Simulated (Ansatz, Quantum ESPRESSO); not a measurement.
# 1T-HfO2, 1 layer: the gap on the mesh at a withheld member of a series

Method. Quantum ESPRESSO 7.5, PBE, SG15 norm-conserving. Cell and atoms are relaxed under PBE (GBRV files) and held. Screened hybrids with norm-conserving files, screening 0.106 per bohr, fixed occupations, a 9×9×1 mesh with exchange on 3×3×1 q points. Levels count from the potential in the middle of the vacuum. The series steps the share of short-range exact exchange (0.25 is HSE06, 0 is PBE).

| share of short-range exact exchange | gap on the mesh (eV) |
| --- | --- |
| 0 | 4.858 |
| 0.1 | 5.351 |
| 0.15 | 5.599 |
| 0.2 | 5.847 |
| 0.25 | 6.096 |
| 0.3 | 6.346 |

To predict: What is the gap on the mesh at 0.4?

By hand: The rows at 0.25 and 0.3 give a slope of (6.346 − (6.096))/(0.3 − (0.25)) = 5, so a straight line gives 6.846 eV. A parabola through these and the row at 0.2 gives 6.849 eV.

**The withheld run.** 6.846 eV. The line misses by 0.000 and the parabola by +0.003 eV. Both misses are under 5 % of the step from the nearer row.

Caveats: Gaps are those of the mesh; no spin-orbit coupling; the q mesh was not tested; the geometry stays that of PBE.
